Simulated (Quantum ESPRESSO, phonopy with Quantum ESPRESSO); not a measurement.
# LiH (Fm-3m): phonons against volume, part 7 of 8

Wanted: mode Grüneisen parameters of LiH and a free-energy fit over volumes.

Experimental results on record:
- heat capacity C_P per formula unit 28.1 J/mol/K and bulk modulus 33.7 GPa near room temperature (given in “High-Throughput Prediction of Finite-Temperature Properties using the Quasi-Harmonic Approximation”, 2016, arXiv:1603.06924)

Quantum ESPRESSO 7.5; DFT LDA, scalar-relativistic, plane waves, GBRV ultrasoft pseudopotentials.

So far. Step 13 (Self-consistent run, V/V0 0.98): The run ends at a pressure of 0.85 GPa. Step 14 (Zone-centre response): The Born charges sum to zero within 0.0084 e; the rest is removed before use. Acoustic frequencies in this log differ from zero by the error of the sum rule, which ph.x does not impose.

The database entry behind the starting cell differs from later determinations by our own check (the deuteride, about 0.2 % short), so it need not match the best structure at ambient conditions.

## Step 16: Phonons, V/V0 0.98

This step: DFT LDA, scalar-relativistic, plane waves, GBRV ultrasoft pseudopotentials (phonopy with Quantum ESPRESSO 4.10.0 / 7.5).

Run time: 9.4 s. Hardware: 8 threads of Arm Neoverse V2, shared host.

Phonopy, LO-TO term from ph.x's tensors. The phonon branches at the labelled points (cm⁻¹):

```
    point  branch 1  branch 2  branch 3  branch 4  branch 5  branch 6
        Γ         0         0         0       667       667      1108
  halfway       272       272       385       787       787      1083
        X       343       343       462       876       876      1063
  halfway       340       368       457       878       897      1050
        U       331       422       440       880       947      1015
jump to K       331       422       440       880       947      1015
  halfway       259       305       414       790       817      1082
        Γ         0         0         0       667       667      1108
  halfway       237       237       381       760       760      1102
        L       307       307       548       854       854      1092
  halfway       323       366       499       872       920      1039
        W       374       417       417       901       976       976
  halfway       359       368       451       889       907      1038
        X       343       343       462       876       876      1063
```

The phonon branches as a text plot (rows in cm⁻¹):

```
   1085 |*************          *********************
   1039 |             ****  ****                     ***     ****
    993 |                 **                            *****
    947 |                ** **                         **  **
    901 |             *****                          ************
    854 |         *****    *****                *******         *
    808 |     ****            ***            ***
    762 |    *                   **         *
    716 |  **                      **    ***
    670 |**                          ****
    624 |
    577 |
    531 |                                       ******
    485 |            *      **                 *      **
    439 |       ***** ******  **             **         *********
    393 |     **        **  **  *           *          ******
    346 |         *********   ** **                 ******   ****
    300 |    *  **         ******          *   ********
    254 |     **                *****       ***
    208 |  ***                   **      ***
    162 |  **                      **
    116 | *                          *  ***
     69 | *                          *  *
     23 |*                            **
         Γ           X  U|K            Γ         L        W     X
```

No mode is imaginary beyond numerical noise along the path. The highest zone-centre mode (no LO–TO term) moved by +3.0 % for a volume change of -2.0 %.

The time given is that of the 2 pw.x runs on displaced cells behind this step.

## Step 17: Ground state at this cell, V/V0 1.04

A tight ground state at this cell gives the energy of this member; its pressure is the stress at this cutoff, which can carry an offset from the finite basis.

This step: DFT LDA, scalar-relativistic, plane waves, GBRV ultrasoft pseudopotentials (Quantum ESPRESSO 7.5).

System of this step: LiH. Symmetry: Fm-3m, No. 225, cubic system. The conventional cell has a = 3.962 Å, b = 3.962 Å, c = 3.962 Å, α = 90.00°, β = 90.00°, γ = 90.00°. Li has 6 H at 1.98 Å nearest. Nearest to H lie 6 Li at 1.98 Å. Farther neighbours are not listed.

scf.in reads:

```
 &control
    calculation='scf',
    prefix='x',
    outdir='./tmp',
    pseudo_dir='./pseudo',
    tprnfor=.true.,
    tstress=.true.,
 /
 &system
    ibrav=0,
    nat=2,
    ntyp=2,
    ecutwfc=45.0,
    ecutrho=270.0,
    occupations='fixed',
    nbnd=4,
 /
 &electrons
    conv_thr=1.0d-12,
    mixing_beta=0.7,
    electron_maxstep=100,
 /
ATOMIC_SPECIES
 Li      6.9400  Li.upf
 H       1.0080  H.upf
CELL_PARAMETERS angstrom
     0.000000000    1.980828030    1.980828030
     1.980828030    0.000000000    1.980828030
     1.980828030    1.980828030    0.000000000
ATOMIC_POSITIONS crystal
 Li     0.000000000   0.000000000   0.000000000
 H      0.500000000   0.500000000   0.500000000
K_POINTS automatic
 10 10 10 0 0 0
```

On the command line:

```
OMP_NUM_THREADS=1 mpirun -n 8 pw.x -nk 8 -in scf.in > scf.out
```

What it wrote:

```text
[banner, memory and clock lines left out]
Program PWSCF v.7.5

     Message from routine setup:
     using ibrav=0 with symmetry is DISCOURAGED, use correct ibrav instead

     G-vector sticks info

     bravais-lattice index     =            0
     lattice parameter (alat)  =       5.2937  a.u.
     unit-cell volume          =     104.8979 (a.u.)^3
     number of atoms/cell      =            2
     number of atomic types    =            2
     number of electrons       =         4.00
[...]
atom    2 type  2   force =     0.00000000   -0.00000000   -0.00000000

     Total force =     0.000000     Total SCF correction =     0.000000

     Computing stress (Cartesian axis) and pressure

          total   stress  (Ry/bohr**3)                   (kbar)     P=      -14.96
  -0.00010167  -0.00000000   0.00000000          -14.96       -0.00        0.00
  -0.00000000  -0.00010167  -0.00000000           -0.00      -14.96       -0.00
  -0.00000000   0.00000000  -0.00010167           -0.00        0.00      -14.96

     XML data file, charge density, pseudopotentials, collected wavefunctions
[key lines of the parts left out:]
!    total energy              =     -15.51333948 Ry
convergence has been achieved in  11 iterations
```

It took 0.99 s on 8 MPI ranks; 7.2 s of CPU time.

The run ends at a pressure of -1.50 GPa.

## Step 18: Born charges and dielectric tensor

In a polar crystal the Born charges and ε∞ give the long-range dipole term that a finite supercell misses. They are those of this k-mesh and were not tested on a denser one; where the gap is small they converge slowly, and the LO modes with them.

ph.in reads:

```
phonons
 &inputph
    prefix='x',
    outdir='./tmp',
    fildyn='x.dyn',
    tr2_ph=1.0d-18,
    epsil=.true.,
 /
0.000000000 0.000000000 0.000000000
```

scf.in is that of step 17.

On the command line:

```
OMP_NUM_THREADS=1 mpirun -n 8 ph.x -nk 8 -in ph.in > ph.out
```

What it wrote:

```text
[banner, memory and clock lines left out]
Program PHONON v.7.5

     ./tmp/x.save/

     IMPORTANT: XC functional enforced from input :
     Exchange-correlation= PZ
                           (   1   1   0   0   0   0   0)
     Any further DFT definition will be discarded
     Please, verify this is what you really want

     G-vector sticks info

     Reading collected, re-writing distributed wavefunctions in ./tmp/

     Number and degeneracy of irreps per q-point
       N         xq(1)         xq(2)         xq(3)   N irreps
[...]
freq (    1) =      -0.814238 [THz] =     -27.160070 [cm-1]
     freq (    2) =      -0.814238 [THz] =     -27.160070 [cm-1]
     freq (    3) =      -0.814238 [THz] =     -27.160070 [cm-1]
     freq (    4) =      18.273943 [THz] =     609.553118 [cm-1]
     freq (    5) =      18.273943 [THz] =     609.553118 [cm-1]
     freq (    6) =      18.273943 [THz] =     609.553118 [cm-1]
 **************************************************************************

     Mode symmetry, O_h (m-3m)  point group:

     freq (   1-   3) =        -27.2  [cm-1]   --> T_1u G_15  G_4- I
     freq (   4-   6) =        609.6  [cm-1]   --> T_1u G_15  G_4- I
```

Wall time 3.8 s (8 MPI ranks).

The Born charges sum to zero within 0.0077 e; the rest is removed before use. Acoustic frequencies in this log differ from zero by the error of the sum rule, which ph.x does not impose.

## Step 19: A displaced supercell

One atom (for the harmonic constants) or a pair of atoms (for the cubic ones) is moved by a few hundredths of an ångström; the forces on all atoms give a column of force constants. The threshold is tight because the forces are small.

System of this step: LiH. Symmetry: Imm2, No. 44, orthorhombic system. Conventional cell: a = 5.603 Å, b = 7.923 Å, c = 5.603 Å, α = 90.00°, β = 90.00°, γ = 90.00°. Nearest to Li lie 6 H at 1.97 to 2.00 Å. Li has 6 H at 1.98 Å nearest. Nearest to Li lie 6 H at 1.98 Å. Nearest to H lie 6 Li at 1.98 Å. Farther neighbours are not listed.

disp-00001.in reads:

```
 &control
    calculation='scf',
    prefix='x',
    outdir='./tmp',
    pseudo_dir='./pseudo',
    tprnfor=.true.,
    disk_io='none',
 /
 &system
    ibrav=0,
    nat=16,
    ntyp=2,
    ecutwfc=45.0,
    ecutrho=270.0,
    occupations='fixed',
    nbnd=18,
 /
 &electrons
    conv_thr=1.0d-11,
    mixing_beta=0.7,
    electron_maxstep=100,
 /
ATOMIC_SPECIES
 Li      6.9400  Li.upf
 H       1.0080  H.upf
CELL_PARAMETERS angstrom
     0.000000000    3.961656061    3.961656061
     3.961656061    0.000000000    3.961656061
     3.961656061    3.961656061    0.000000000
ATOMIC_POSITIONS crystal
 Li     0.003569754   0.000000000   0.000000000
 Li     0.500000000   0.000000000   0.000000000
 Li     0.000000000   0.500000000   0.000000000
 Li     0.500000000   0.500000000   0.000000000
 Li     0.000000000   0.000000000   0.500000000
 Li     0.500000000   0.000000000   0.500000000
 Li     0.000000000   0.500000000   0.500000000
 Li     0.500000000   0.500000000   0.500000000
 H      0.250000000   0.250000000   0.250000000
 H      0.750000000   0.250000000   0.250000000
 H      0.250000000   0.750000000   0.250000000
 H      0.750000000   0.750000000   0.250000000
 H      0.250000000   0.250000000   0.750000000
 H      0.750000000   0.250000000   0.750000000
 H      0.250000000   0.750000000   0.750000000
 H      0.750000000   0.750000000   0.750000000
K_POINTS automatic
 4 4 4 0 0 0
```

On the command line:

```
OMP_NUM_THREADS=1 mpirun -n 4 pw.x -nk 4 -in disp-00001.in > disp-00001.out
```

What it wrote:

```text
[banner, memory and clock lines left out]
Program PWSCF v.7.5

     Message from routine setup:
     using ibrav=0 with symmetry is DISCOURAGED, use correct ibrav instead

     G-vector sticks info

     bravais-lattice index     =            0
     lattice parameter (alat)  =      10.5874  a.u.
     unit-cell volume          =     839.1834 (a.u.)^3
     number of atoms/cell      =           16
     number of atomic types    =            2
     number of electrons       =        32.00
[...]
atom    1 type  1   force =    -0.00000000   -0.00181398   -0.00181398
     atom    2 type  1   force =     0.00000000    0.00069367    0.00069367
     atom    3 type  1   force =     0.00045108   -0.00002197    0.00024229
[...]
atom   15 type  2   force =     0.00000372    0.00011098    0.00011098
     atom   16 type  2   force =     0.00000159   -0.00001579   -0.00001579

     Total force =     0.002991     Total SCF correction =     0.000000
     Message from routine punch:
     Nothing written, as per user request (disk_io='none')
[key lines of the parts left out:]
!    total energy              =    -124.10655554 Ry
convergence has been achieved in  10 iterations
```

Wall time 9.7 s (4 MPI ranks).

## Step 20: Phonons, V/V0 1.04

This step: DFT LDA, scalar-relativistic, plane waves, GBRV ultrasoft pseudopotentials (phonopy with Quantum ESPRESSO 4.10.0 / 7.5).

It took 10 s on 8 threads.

No mode is imaginary beyond numerical noise along the path. The highest zone-centre mode (no LO–TO term) moved by -5.9 % for a volume change of +4.0 %.

The time given is that of the 2 pw.x runs on displaced cells behind this step.

## Step 21: Self-consistent run, V/V0 1.06

A tight ground state at this cell gives the energy of this member; its pressure is the stress at this cutoff, which can carry an offset from the finite basis.

This step: DFT LDA, scalar-relativistic, plane waves, GBRV ultrasoft pseudopotentials (Quantum ESPRESSO 7.5).

System of this step: LiH. The structure is cubic, space group Fm-3m (No. 225). The conventional cell has a = 3.987 Å, b = 3.987 Å, c = 3.987 Å, α = 90.00°, β = 90.00°, γ = 90.00°. Nearest to Li lie 6 H at 1.99 Å. Nearest to H lie 6 Li at 1.99 Å. Farther neighbours are not listed.

Edit scf.in of step 18 so:

```diff
@@ -26,5 +26,5 @@
 CELL_PARAMETERS angstrom
-     0.000000000    1.980828030    1.980828030
-     1.980828030    0.000000000    1.980828030
-     1.980828030    1.980828030    0.000000000
+     0.000000000    1.993445110    1.993445110
+     1.993445110    0.000000000    1.993445110
+     1.993445110    1.993445110    0.000000000
 ATOMIC_POSITIONS crystal
```

On the command line:

```
OMP_NUM_THREADS=1 mpirun -n 8 pw.x -nk 8 -in scf.in > scf.out
```

What it wrote:

```text
[banner, memory and clock lines left out]
Program PWSCF v.7.5

     Message from routine setup:
     using ibrav=0 with symmetry is DISCOURAGED, use correct ibrav instead

     G-vector sticks info

     bravais-lattice index     =            0
     lattice parameter (alat)  =       5.3274  a.u.
     unit-cell volume          =     106.9152 (a.u.)^3
     number of atoms/cell      =            2
     number of atomic types    =            2
     number of electrons       =         4.00
[...]
atom    2 type  2   force =    -0.00000000   -0.00000000    0.00000000

     Total force =     0.000000     Total SCF correction =     0.000000

     Computing stress (Cartesian axis) and pressure

          total   stress  (Ry/bohr**3)                   (kbar)     P=      -21.50
  -0.00014616   0.00000000   0.00000000          -21.50        0.00        0.00
   0.00000000  -0.00014616   0.00000000            0.00      -21.50        0.00
   0.00000000   0.00000000  -0.00014616            0.00        0.00      -21.50

     XML data file, charge density, pseudopotentials, collected wavefunctions
[key lines of the parts left out:]
!    total energy              =     -15.51309064 Ry
convergence has been achieved in  10 iterations
```

Run time: 0.95 s. Hardware: 8 MPI ranks; 6.9 s of CPU time.

The run ends at a pressure of -2.15 GPa.

## Step 22: Born charges and dielectric tensor

In a polar crystal the Born charges and ε∞ give the long-range dipole term that a finite supercell misses. They are those of this k-mesh and were not tested on a denser one; where the gap is small they converge slowly, and the LO modes with them.

ph.in is that of step 18.

scf.in is that of step 21.

On the command line:

```
OMP_NUM_THREADS=1 mpirun -n 8 ph.x -nk 8 -in ph.in > ph.out
```

What it wrote:

```text
[banner, memory and clock lines left out]
Program PHONON v.7.5

     ./tmp/x.save/

     IMPORTANT: XC functional enforced from input :
     Exchange-correlation= PZ
                           (   1   1   0   0   0   0   0)
     Any further DFT definition will be discarded
     Please, verify this is what you really want

     G-vector sticks info

     Reading collected, re-writing distributed wavefunctions in ./tmp/

     Number and degeneracy of irreps per q-point
       N         xq(1)         xq(2)         xq(3)   N irreps
[...]
freq (    1) =      -0.919812 [THz] =     -30.681610 [cm-1]
     freq (    2) =      -0.919812 [THz] =     -30.681610 [cm-1]
     freq (    3) =      -0.919812 [THz] =     -30.681610 [cm-1]
     freq (    4) =      17.717585 [THz] =     590.995028 [cm-1]
     freq (    5) =      17.717585 [THz] =     590.995028 [cm-1]
     freq (    6) =      17.717585 [THz] =     590.995028 [cm-1]
 **************************************************************************

     Mode symmetry, O_h (m-3m)  point group:

     freq (   1-   3) =        -30.7  [cm-1]   --> T_1u G_15  G_4- I
     freq (   4-   6) =        591.0  [cm-1]   --> T_1u G_15  G_4- I
```

Wall time 3.8 s (8 MPI ranks); 30 s of CPU time.

The Born charges sum to zero within 0.0075 e; the rest is removed before use. Acoustic frequencies in this log differ from zero by the error of the sum rule, which ph.x does not impose.

## Step 23: Forces on a displaced cell

One atom (for the harmonic constants) or a pair of atoms (for the cubic ones) is moved by a few hundredths of an ångström; the forces on all atoms give a column of force constants. The threshold is tight because the forces are small.

System of this step: LiH. The structure is orthorhombic, space group Imm2 (No. 44). Conventional cell: a = 5.638 Å, b = 7.974 Å, c = 5.638 Å, α = 90.00°, β = 90.00°, γ = 90.00°. Li has 6 H at 1.98 to 2.01 Å nearest. Nearest to Li lie 6 H at 1.99 Å. Nearest to H lie 6 Li at 1.99 Å. Farther neighbours are not listed.

Edit disp-00001.in of step 19 so:

```diff
@@ -26,7 +26,7 @@
 CELL_PARAMETERS angstrom
-     0.000000000    3.961656061    3.961656061
-     3.961656061    0.000000000    3.961656061
-     3.961656061    3.961656061    0.000000000
+     0.000000000    3.986890219    3.986890219
+     3.986890219    0.000000000    3.986890219
+     3.986890219    3.986890219    0.000000000
 ATOMIC_POSITIONS crystal
- Li     0.003569754   0.000000000   0.000000000
+ Li     0.003547160   0.000000000   0.000000000
  Li     0.500000000   0.000000000   0.000000000
```

On the command line:

```
OMP_NUM_THREADS=1 mpirun -n 4 pw.x -nk 4 -in disp-00001.in > disp-00001.out
```

What it wrote:

```text
[banner, memory and clock lines left out]
Program PWSCF v.7.5

     Message from routine setup:
     using ibrav=0 with symmetry is DISCOURAGED, use correct ibrav instead

     G-vector sticks info

     bravais-lattice index     =            0
     lattice parameter (alat)  =      10.6549  a.u.
     unit-cell volume          =     855.3216 (a.u.)^3
     number of atoms/cell      =           16
     number of atomic types    =            2
     number of electrons       =        32.00
[...]
atom    1 type  1   force =     0.00000000   -0.00173755   -0.00173755
     atom    2 type  1   force =     0.00000000    0.00067412    0.00067412
     atom    3 type  1   force =     0.00044161   -0.00002112    0.00023225
[...]
atom   15 type  2   force =     0.00000341    0.00011204    0.00011204
     atom   16 type  2   force =     0.00000154   -0.00001518   -0.00001518

     Total force =     0.002878     Total SCF correction =     0.000000
     Message from routine punch:
     Nothing written, as per user request (disk_io='none')
[key lines of the parts left out:]
!    total energy              =    -124.10460321 Ry
convergence has been achieved in  10 iterations
```

Wall time 9.5 s (4 MPI ranks); 38 s of CPU time.

## Step 24: Phonons, V/V0 1.06

This step: DFT LDA, scalar-relativistic, plane waves, GBRV ultrasoft pseudopotentials (phonopy with Quantum ESPRESSO 4.10.0 / 7.5).

Run time: 10 s. Hardware: 8 threads.

Phonopy, LO-TO term from ph.x's tensors. The phonon branches at the labelled points (cm⁻¹):

```
    point  branch 1  branch 2  branch 3  branch 4  branch 5  branch 6
        Γ         0         0         0       591       591      1055
  halfway       259       259       344       713       713      1029
        X       318       318       416       809       809      1004
  halfway       314       341       413       810       831       990
        U       302       390       402       811       884       951
jump to K       302       390       402       811       884       951
  halfway       230       289       384       717       743      1026
        Γ         0         0         0       591       591      1055
  halfway       216       216       359       686       686      1046
        L       278       278       516       779       779      1034
  halfway       292       334       465       800       851       979
        W       342       383       383       836       911       911
  halfway       330       341       409       823       840       977
        X       318       318       416       809       809      1004
```

The phonon branches as a text plot (rows in cm⁻¹):

```
   1033 |*********              *********************
    989 |         *******   ****                     **      ****
    945 |                ***                           **  **
    901 |                 **                            ****
    857 |               **  **                        **  * **
    813 |          *********  **                    ****** ******
    769 |       ***         ****               *******
    725 |     **                *            **
    681 |    *                   **         *
    637 |  **                      **    ***
    594 |**                          ****
    550 |
    506 |                                       ******
    462 |                                      *      **
    418 |         **************             **         *   *****
    374 |       **      ******  *           *          ******
    330 |     **   ******     ** **                  ** *********
    286 |    *  ***      *****  *          *    ********
    242 |     **              *******        ***
    198 |  ***                   **      ****
    154 |  **                      **
    110 | *                          *  ***
     66 | *                          *  *
     22 |*                            **
         Γ           X  U|K            Γ         L        W     X
```

No mode is imaginary beyond numerical noise along the path. The highest zone-centre mode (no LO–TO term) moved by -8.7 % for a volume change of +6.0 %.

The time given is that of the 2 pw.x runs on displaced cells behind this step.

(Part 7 of 8 ends here.)

[Logs are printed without paths, hosts, clocks, repeated set-up lines and the standing remarks that a program may print on its own settings, such as how far it seeks lower states.]

[Hosts, paths, dates, database ids (printed as entryN), source tags and the programs' standing remarks are cut or masked in the printed files.]

[A step with changed settings may run another functional than the one named; its input shows which.]

[Of the runs on displaced cells, only some may be shown.]
